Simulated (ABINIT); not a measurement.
**Cs2InAgCl6 (Fm-3m): G0W0 with ABINIT, start to end**

Aim: the G0W0 gap of Cs2InAgCl6 (Fm-3m) on PBEsol, step by step.

Program: ABINIT 10.8.3. Level of theory: PBEsol and many-body steps on it, plane waves. Results are calculated unless marked as measured.

**What was measured.**

- Gap 3.3 eV: optical gap from absorption onset near 380 nm, assigned as direct at Gamma; diffuse reflectance with Kubelka-Munk analysis; powder (“Cs2InAgCl6: A new lead-free halide double perovskite with direct band gap”, 2016, arxiv:1611.05426).

### Step 1. Starting point

It takes space group Fm-3m (No. 225, cubic). Conventional cell: a = 10.469 Å, b = 10.469 Å, c = 10.469 Å, α = 90.00°, β = 90.00°, γ = 90.00°. Nearest to Cs lie 12 Cl at 3.70 Å. Nearest to In lie 6 Cl at 2.51 Å. Nearest to Ag lie 6 Cl at 2.72 Å. Nearest to Cl lie 1 In at 2.51 Å and 1 Ag at 2.72 Å and 4 Cs at 3.70 Å. Farther neighbours and most contacts between anions are not listed.

The cell and positions come from the Crystallography Open Database and are kept as given unless a step says otherwise. Spin-orbit coupling is left out unless a step names it.

### Step 2. Ground state

This step: ABINIT 10.8.3; DFT, PBEsol, plane waves, norm-conserving pseudopotentials.

The ground-state density comes first.

run.abi reads:

```
acell 3*1.0 Angstrom
rprim 
  0.000000000000 5.234500000000 5.234500000000
  5.234500000000 0.000000000000 5.234500000000
  5.234500000000 5.234500000000 0.000000000000
ntypat 4
znucl 55 49 47 17
natom 10
typat 1 1 2 3 4 4 4 4 4 4
xred 
  0.250000000000 0.250000000000 0.250000000000
  0.750000000000 0.750000000000 0.750000000000
  0.000000000000 0.000000000000 0.000000000000
  0.500000000000 0.500000000000 0.500000000000
  0.760210000000 0.239790000000 0.239790000000
  0.239790000000 0.760210000000 0.239790000000
  0.239790000000 0.760210000000 0.760210000000
  0.760210000000 0.239790000000 0.760210000000
  0.239790000000 0.239790000000 0.760210000000
  0.760210000000 0.760210000000 0.239790000000
pp_dirpath "pseudos"
pseudos "Cs.upf, In.upf, Ag.upf, Cl.upf"
ecut 39
ngkpt 4 4 4
nshiftk 1
shiftk 0 0 0
kptopt 1
chksymbreak 0
nband 59
occopt 1
tolvrs 1e-08
nstep 60
prtwf 0
optforces 0
optstress 0
indata_prefix "in"
outdata_prefix "out"
tmpdata_prefix "tmp"
```

The run is started by

```console
$ OMP_NUM_THREADS=1 mpirun -n 4 abinit run.abi > log
```

Numbers of over 12 decimals in the logs are rounded to 6 here.

Output:

```text
.Version 10.8.3 of ABINIT. v10.8.2 released Aug 2026.

 Symmetries : space group Fm -3 m (#225); Bravais cF (face-center cubic)
================================================================================
 Values of the parameters that define the memory need of the present run
     intxc =       0    ionmov =       0      iscf =       7    lmnmax =       8
     lnmax =       8     mgfft =      80  mpssoang =       4    mqgrid =    3212
     natom =      10  nloc_mem =       1    nspden =       1   nspinor =       1
    nsppol =       1      nsym =      48    n1xccc =    2501    ntypat =       4
    occopt =       1   xclevel =       2
-    mband =          59        mffmem =           1         mkmem =           2
       mpw =       22548          nfft =      512000          nkpt =           8
================================================================================
  Rough estimation (10% accuracy) of disk space for files :
================================================================================

--------------------------------------------------------------------------------
------------- Echo of variables that govern the present computation ------------
--------------------------------------------------------------------------------
 -outvars: echo values of preprocessed input variables --------
            acell      1.8897261259E+00  1.8897261259E+00  1.8897261259E+00 Bohr

      chksymbreak           0
             ecut      3.90000000E+01 Hartree
-          fftalg         312

              ixc     -116133
              kpt      0.00000000E+00  0.00000000E+00  0.00000000E+00
                       2.50000000E-01  0.00000000E+00  0.00000000E+00
                       5.00000000E-01  0.00000000E+00  0.00000000E+00
                       2.50000000E-01  2.50000000E-01  0.00000000E+00
                       5.00000000E-01  2.50000000E-01  0.00000000E+00
                      -2.50000000E-01  2.50000000E-01  0.00000000E+00
                       5.00000000E-01  5.00000000E-01  0.00000000E+00
                      -2.50000000E-01  5.00000000E-01  2.50000000E-01
         kptrlatt        4    0    0      0    4    0      0    0    4
          kptrlen      5.59563091E+01
P           mkmem           2
            natom          10
            nband          59
            ngfft          80      80      80
             nkpt           8
            nstep          60
             nsym          48
           ntypat           4
              occ      2.000000  2.000000  2.000000  2.000000  2.000000  2.000000
                       2.000000  2.000000  2.000000  2.000000  2.000000  2.000000
                       2.000000  2.000000  2.000000  2.000000  2.000000  2.000000
                       2.000000  2.000000  2.000000  2.000000  2.000000  2.000000
                       2.000000  2.000000  2.000000  2.000000  2.000000  2.000000
                       2.000000  2.000000  2.000000  2.000000  2.000000  2.000000
                       2.000000  2.000000  2.000000  2.000000  2.000000  2.000000
                       2.000000  2.000000  2.000000  2.000000  2.000000  2.000000
                       2.000000  2.000000  0.000000  0.000000  0.000000  0.000000
                       0.000000  0.000000  0.000000  0.000000  0.000000
        optforces           0
        optstress           0
            prtwf           0
            rprim      0.0000000000E+00  5.2345000000E+00  5.2345000000E+00
                       5.2345000000E+00  0.0000000000E+00  5.2345000000E+00
                       5.2345000000E+00  5.2345000000E+00  0.0000000000E+00
          spgroup         225

           tolvrs      1.00000000E-08

             xred      2.5000000000E-01  2.5000000000E-01  2.5000000000E-01
                       7.5000000000E-01  7.5000000000E-01  7.5000000000E-01
[...]
znucl       55.00000   49.00000   47.00000   17.00000

================================================================================

 chkinp: Checking input parameters for consistency.

================================================================================
== DATASET  1 ==================================================================
-   mpi_nproc: 4, omp_nthreads: 1 (-1 if OMP is not activated)

--- !DatasetInfo
iteration_state: {dtset: 1, }
dimensions: {natom: 10, nkpt: 8, mband: 59, nsppol: 1, nspinor: 1, nspden: 1, mpw: 22548, }
cutoff_energies: {ecut:  39.0, pawecutdg:  -1.0, }
electrons: {nelect:   1.00000000E+02, charge:   0.00000000E+00, occopt:   1.00000000E+00, tsmear:   1.00000000E-02, }

 Real(R)+Recip(G) space primitive vectors, cartesian coordinates (Bohr,Bohr^-1):
 R(1)=  0.0000000  9.8917714  9.8917714  G(1)= -0.0505471  0.0505471  0.0505471
 R(2)=  9.8917714  0.0000000  9.8917714  G(2)=  0.0505471 -0.0505471  0.0505471
 R(3)=  9.8917714  9.8917714  0.0000000  G(3)=  0.0505471  0.0505471 -0.0505471
 Unit cell volume ucvol=  1.9357631E+03 bohr^3
 Angles (23,13,12)=  6.00000000E+01  6.00000000E+01  6.00000000E+01 degrees

 getcut: wavevector=  0.0000  0.0000  0.0000  ngfft=  80  80  80
         ecut(hartree)=     39.000   => boxcut(ratio)=   2.03425

--- Pseudopotential description ------------------------------------------------
- Cs Generated using ONCVPSP code by D. R. Hamann
- 55.00000   9.00000  180301                  znucl, zion, pspdat
[...]
--- l  ekb(1:nproj) -->
[...]
pspatm: atomic psp has been read  and splines computed

   1.59439769E+04                                ecore*ucvol(ha*bohr**3)
--------------------------------------------------------------------------------

_setup2: Arith. and geom. avg. npw (full set) are   22529.859   22529.850

================================================================================

--- !BeginCycle
iteration_state: {dtset: 1, }
solver: {iscf: 7, nstep: 60, nline: 4, wfoptalg: 0, }
tolerances: {tolvrs: 1.00E-08, }

     iter   Etot(hartree)      deltaE(h)  residm     vres2
 ETOT  1  -495.07594445291    -4.951E+02 1.570E-01 2.723E+04
 ETOT  2  -497.22116685908    -2.145E+00 1.813E-02 2.811E+04
 ETOT  3  -499.28300858444    -2.062E+00 1.547E-02 4.954E+03
 ETOT  4  -499.48047269386    -1.975E-01 1.802E-02 1.765E+03
 ETOT  5  -499.57476009080    -9.429E-02 3.154E-03 2.394E+02
 ETOT  6  -499.58677751444    -1.202E-02 1.096E-02 1.447E+01
 ETOT  7  -499.58765407122    -8.766E-04 1.080E-03 1.078E+00
 ETOT  8  -499.58769362770    -3.956E-05 3.043E-03 9.925E-02
 ETOT  9  -499.58769538822    -1.761E-06 5.271E-04 5.515E-02
 ETOT 10  -499.58769919002    -3.802E-06 4.475E-04 7.403E-04
 ETOT 11  -499.58769927902    -8.901E-08 2.242E-04 3.727E-05
 ETOT 12  -499.58769928134    -2.319E-09 3.662E-04 1.386E-06
 ETOT 13  -499.58769928155    -2.099E-10 1.891E-04 3.952E-08
 ETOT 14  -499.58769928151     4.019E-11 2.720E-04 6.886E-09

 At SCF step   14       vres2   =  6.89E-09 < tolvrs=  1.00E-08 =>converged.

--- !ResultsGS
iteration_state: {dtset: 1, }
comment   : Summary of ground state results
lattice_vectors:
- [  0.0000000,   9.8917714,   9.8917714, ]
- [  9.8917714,   0.0000000,   9.8917714, ]
- [  9.8917714,   9.8917714,   0.0000000, ]
lattice_lengths: [  13.98908,   13.98908,   13.98908, ]
lattice_angles: [ 60.000,  60.000,  60.000, ] # degrees, (23, 13, 12)
lattice_volume:   1.9357631E+03
convergence: {deltae:  4.019E-11, res2:  6.886E-09, residm:  2.720E-04, diffor:  0.000E+00, }
etotal    :  -4.99587699E+02
entropy   :   0.00000000E+00
fermie    :   7.65661336E-02
cartesian_stress_tensor: null
pressure_GPa: null
xred      :
- [  2.5000E-01,   2.5000E-01,   2.5000E-01, Cs]
- [  7.5000E-01,   7.5000E-01,   7.5000E-01, Cs]
- [  0.0000E+00,   0.0000E+00,   0.0000E+00, In]
- [  5.0000E-01,   5.0000E-01,   5.0000E-01, Ag]
- [  7.6021E-01,   2.3979E-01,   2.3979E-01, Cl]
- [  2.3979E-01,   7.6021E-01,   2.3979E-01, Cl]
- [  2.3979E-01,   7.6021E-01,   7.6021E-01, Cl]
- [  7.6021E-01,   2.3979E-01,   7.6021E-01, Cl]
- [  2.3979E-01,   2.3979E-01,   7.6021E-01, Cl]
- [  7.6021E-01,   7.6021E-01,   2.3979E-01, Cl]
cartesian_forces: null
force_length_stats: {min: null, max: null, mean: null, }

 Integrated electronic density in atomic spheres:
 ------------------------------------------------
 Atom  Sphere_radius  Integrated_density
[...]
================================================================================

 ----iterations are completed or convergence reached----

 Mean square residual over all n,k,spin=   98.383E-08; max=  27.199E-05
 reduced coordinates (array xred) for   10 atoms
[...]
0.239790000000      0.760210000000      0.760210000000
       0.760210000000      0.239790000000      0.760210000000
       0.239790000000      0.239790000000      0.760210000000
       0.760210000000      0.760210000000      0.239790000000
 rms dE/dt=  0.0000E+00; max dE/dt=  0.0000E+00; dE/dt below (all hartree)
    1       0.000000000000      0.000000000000      0.000000000000
    2       0.000000000000      0.000000000000      0.000000000000
    3       0.000000000000      0.000000000000      0.000000000000
    4       0.000000000000      0.000000000000      0.000000000000
    5       0.000000000000      0.000000000000      0.000000000000
    6       0.000000000000      0.000000000000      0.000000000000
    7       0.000000000000      0.000000000000      0.000000000000
    8       0.000000000000      0.000000000000      0.000000000000
    9       0.000000000000      0.000000000000      0.000000000000
   10       0.000000000000      0.000000000000      0.000000000000

 cartesian coordinates (angstrom) at end:
[...]
6      5.234500     2.510362     5.234500
    7      7.958638     5.234500     5.234500
    8      5.234500     7.958638     5.234500
    9      5.234500     5.234500     2.510362
   10      5.234500     5.234500     7.958638
 length scales=  1.889726125908  1.889726125908  1.889726125908 bohr
              =  1.000000000000  1.000000000000  1.000000000000 angstroms
 prteigrs : about to open file out_EIG
 Fermi (or HOMO) energy (hartree) =   0.07657   Average Vxc (hartree)=  -0.32995
 Eigenvalues (hartree) for nkpt=   8  k points:
 kpt#   1, nband= 59, wtk=  0.01563, kpt=  0.0000  0.0000  0.0000 (reduced coord)
  -4.12569   -3.20957   -2.60150   -2.60150   -2.60150   -1.86998   -1.86998   -1.86998
  -0.64508   -0.64435   -0.45667   -0.45667   -0.45066   -0.42992   -0.42992   -0.42992
  -0.41997   -0.41997   -0.41997   -0.38798   -0.38798   -0.16780   -0.16780   -0.16780
  -0.16267   -0.16267   -0.16267   -0.14668   -0.05521   -0.05521   -0.05521   -0.03616
  -0.03616   -0.02051   -0.02051   -0.02051    0.01981    0.01981    0.01981    0.02309
   0.02309    0.02309    0.03052    0.03052    0.03052    0.04312    0.04312    0.04312
   0.07657    0.07657    0.11497    0.26333    0.26527    0.26527    0.26527    0.27759
   0.27759    0.32212    0.32343
 prteigrs : prtvol=0 or 1, do not print more k-points.

--- !EnergyTerms
iteration_state     : {dtset: 1, }
comment             : Components of total free energy in Hartree
kinetic             :  1.64836918292407E+02
hartree             :  1.80766021250548E+02
xc                  : -9.13459612051378E+01
Ewald energy        : -2.55792118427369E+02
psp_core            :  8.23653307346386E+00
local_psp           : -5.07159492684759E+02
non_local_psp       :  8.70400419334182E-01
total_energy        : -4.99587699281513E+02
total_energy_eV     : -1.35944738488903E+04
band_energy         : -5.55138110114976E+01

== END DATASET(S) ==============================================================
================================================================================

 -outvars: echo values of variables after computation  --------
           etotal     -4.9958769928E+02
            nband          59
             nkpt           8
          spgroup         225
 [... the other variables as echoed above ...]

 Calculation completed.
```

Wall time 4.1 min (4 MPI ranks of Arm Neoverse V1, shared host); peak memory 0.93 GiB.

Numbers from this step:

* total energy: -13594.4738 eV
* gap: 1.045 eV
* k of the valence top: 0, 0, 0
* k of the conduction bottom: 0, 0, 0
* least direct gap: 1.045 eV

The gap is direct, at Γ.

### Step 3. Empty states on the mesh, 2×2×2 mesh, 208 bands

The sums over transitions need many empty states on a uniform mesh; this step solves for them.

Changes to run.abi since step 2:

```diff
@@ -23,3 +23,3 @@
 ecut 39
-ngkpt 4 4 4
+ngkpt 2 2 2
 nshiftk 1
@@ -28,9 +28,10 @@
 chksymbreak 0
-nband 59
-occopt 1
-tolvrs 1e-08
+iscf -2
+irdden 1
+istwfk *1
+nband 208
+nbdbuf 18
+tolwfr 1e-09
 nstep 60
-prtwf 0
-optforces 0
-optstress 0
+prtvol 0
 indata_prefix "in"
```

The run is started by

```console
$ OMP_NUM_THREADS=1 mpirun -n 3 abinit run.abi > log
```

Output:

```text
.Version 10.8.3 of ABINIT. v10.8.2 released Aug 2026.

 Symmetries : space group Fm -3 m (#225); Bravais cF (face-center cubic)
[... echo of the input left out ...]
== DATASET  1 ==================================================================
-   mpi_nproc: 3, omp_nthreads: 1 (-1 if OMP is not activated)

--- !DatasetInfo
iteration_state: {dtset: 1, }
dimensions: {natom: 10, nkpt: 3, mband: 208, nsppol: 1, nspinor: 1, nspden: 1, mpw: 22556, }
cutoff_energies: {ecut:  39.0, pawecutdg:  -1.0, }
electrons: {nelect:   1.00000000E+02, charge:   0.00000000E+00, occopt:   1.00000000E+00, tsmear:   1.00000000E-02, }

 Real(R)+Recip(G) space primitive vectors, cartesian coordinates (Bohr,Bohr^-1):
 R(1)=  0.0000000  9.8917714  9.8917714  G(1)= -0.0505471  0.0505471  0.0505471
 R(2)=  9.8917714  0.0000000  9.8917714  G(2)=  0.0505471 -0.0505471  0.0505471
 R(3)=  9.8917714  9.8917714  0.0000000  G(3)=  0.0505471  0.0505471 -0.0505471
 Unit cell volume ucvol=  1.9357631E+03 bohr^3
 Angles (23,13,12)=  6.00000000E+01  6.00000000E+01  6.00000000E+01 degrees

 getcut: wavevector=  0.0000  0.0000  0.0000  ngfft=  80  80  80
         ecut(hartree)=     39.000   => boxcut(ratio)=   2.03425

--- Pseudopotential description ------------------------------------------------
- Cs Generated using ONCVPSP code by D. R. Hamann
- 55.00000   9.00000  180301                  znucl, zion, pspdat
12 -116133 3 -1 2384                          pspcod,pspxc,lmax,lloc,mmax
     nproj     2     2     2     2
  pspatm : epsatm=   22.12462466
         --- l  ekb(1:nproj) -->
             0    6.214110    0.767882
             1    6.311966    0.793598
             2    3.769790    0.913105
[...]
pspatm: atomic psp has been read  and splines computed

- In Generated using ONCVPSP code by D. R. Hamann
- 49.00000  21.00000  180301                  znucl, zion, pspdat
12 -116133 2 -1 1940                          pspcod,pspxc,lmax,lloc,mmax
     nproj     2     2     2     0
  pspatm : epsatm=   33.81349078
         --- l  ekb(1:nproj) -->
[...]
pspatm: atomic psp has been read  and splines computed

- Ag Generated using ONCVPSP code by D. R. Hamann
- 47.00000  19.00000  180301                  znucl, zion, pspdat
12 -116133 2 -1 1538                          pspcod,pspxc,lmax,lloc,mmax
     nproj     2     2     2     0
  pspatm : epsatm=   27.64581140
         --- l  ekb(1:nproj) -->
[...]
pspatm: atomic psp has been read  and splines computed

- Cl Generated using ONCVPSP code by D. R. Hamann
- 17.00000   7.00000  180301                  znucl, zion, pspdat
12 -116133 2 -1 1028                          pspcod,pspxc,lmax,lloc,mmax
     nproj     2     2     2     0
  pspatm : epsatm=    8.95520293
         --- l  ekb(1:nproj) -->
[...]
pspatm: atomic psp has been read  and splines computed

[...]
-4.1257E+00 -3.2096E+00 -2.6015E+00 -2.6015E+00 -2.6015E+00 -1.8700E+00
 -1.8700E+00 -1.8700E+00 -6.4508E-01 -6.4435E-01 -4.5668E-01 -4.5668E-01
 -4.5066E-01 -4.2992E-01 -4.2992E-01 -4.2992E-01 -4.1997E-01 -4.1997E-01
[...]
1.2036E+00  1.2036E+00  1.2036E+00  1.2052E+00  1.2052E+00  1.2052E+00
  1.2102E+00  1.2517E+00  1.2517E+00  1.2517E+00  1.2620E+00  1.2620E+00
  1.2775E+00  1.2775E+00  1.2915E+00  1.3102E+00
 prteigrs : prtvol=0 or 1, do not print more k-points.

--- !ResultsGS
iteration_state: {dtset: 1, }
comment   : Summary of ground state results
lattice_vectors:
- [  0.0000000,   9.8917714,   9.8917714, ]
- [  9.8917714,   0.0000000,   9.8917714, ]
- [  9.8917714,   9.8917714,   0.0000000, ]
lattice_lengths: [  13.98908,   13.98908,   13.98908, ]
lattice_angles: [ 60.000,  60.000,  60.000, ] # degrees, (23, 13, 12)
lattice_volume:   1.9357631E+03
convergence: {deltae:  0.000E+00, res2:  0.000E+00, residm:  9.973E-10, diffor:  0.000E+00, }
etotal    :  -4.99587699E+02
entropy   :   0.00000000E+00
fermie    :   7.65661336E-02
cartesian_stress_tensor: null
pressure_GPa: null
xred      :
- [  2.5000E-01,   2.5000E-01,   2.5000E-01, Cs]
- [  7.5000E-01,   7.5000E-01,   7.5000E-01, Cs]
- [  0.0000E+00,   0.0000E+00,   0.0000E+00, In]
- [  5.0000E-01,   5.0000E-01,   5.0000E-01, Ag]
- [  7.6021E-01,   2.3979E-01,   2.3979E-01, Cl]
- [  2.3979E-01,   7.6021E-01,   2.3979E-01, Cl]
- [  2.3979E-01,   7.6021E-01,   7.6021E-01, Cl]
- [  7.6021E-01,   2.3979E-01,   7.6021E-01, Cl]
- [  2.3979E-01,   2.3979E-01,   7.6021E-01, Cl]
- [  7.6021E-01,   7.6021E-01,   2.3979E-01, Cl]
cartesian_forces: null
force_length_stats: {min: null, max: null, mean: null, }

 Integrated electronic density in atomic spheres:
 ------------------------------------------------
 Atom  Sphere_radius  Integrated_density
[...]
================================================================================

 ----iterations are completed or convergence reached----

 Mean square residual over all n,k,spin=   51.441E-11; max=  99.728E-11
 reduced coordinates (array xred) for   10 atoms
[...]
0.239790000000      0.239790000000      0.760210000000
       0.760210000000      0.760210000000      0.239790000000

 cartesian coordinates (angstrom) at end:
    1      2.617250     2.617250     2.617250
    2      7.851750     7.851750     7.851750
[...]
9      5.234500     5.234500     2.510362
   10      5.234500     5.234500     7.958638
 length scales=  1.889726125908  1.889726125908  1.889726125908 bohr
              =  1.000000000000  1.000000000000  1.000000000000 angstroms
 prteigrs : about to open file out_EIG
 Eigenvalues (hartree) for nkpt=   3  k points:
 kpt#   1, nband=208, wtk=  0.12500, kpt=  0.0000  0.0000  0.0000 (reduced coord)
[...]
1.20365    1.20365    1.20365    1.20520    1.20520    1.20520    1.21019    1.25172
   1.25172    1.25172    1.26205    1.26205    1.27751    1.27752    1.29147    1.31016
 prteigrs : prtvol=0 or 1, do not print more k-points.

== END DATASET(S) ==============================================================
================================================================================

 -outvars: echo values of variables after computation  --------
            nband         208
             nkpt           3
          spgroup         225
 [... the other variables as echoed above ...]

 Calculation completed.
```

Run time: 5.4 min. Hardware: 3 MPI ranks; peak memory 0.65 GiB.

Numbers from this step:

```
gap                                                           : 1.045 eV
k of the valence top                                          : 0, 0, 0
k of the conduction bottom                                    : 0, 0, 0
least direct gap                                              : 1.045 eV
k points computed                                             : 3
lowest point of the top converged band, above the valence top : 30.51 eV
```

On this mesh the gap is 1.045 eV.

(Continued in part 2 of 2.)

[Paths, hosts, dates, memory and timing lines, banners, echoed tables and standing remarks are left out of the program output.]

[Logs are printed without paths, hosts, clocks, repeated set-up lines and the standing remarks that a program may print on its own settings, such as how far it seeks lower states.]

[Runs of the session that timed out or met a known fault of the program may be left out.]

[Hosts, paths, dates, database ids (printed as entryN), source tags and the programs' standing remarks are cut or masked in the printed files.]

[G0W0 gaps are taken among the corrected bands and points alone; a level outside them can change the order at an edge.]

[Where Ansatz stands beside ABINIT at settings called matched, ABINIT's density can come from a denser mesh and the files from another edition; pairs whose starting gaps differed by over 0.03 eV were left out, so agreement reads better than it is.]
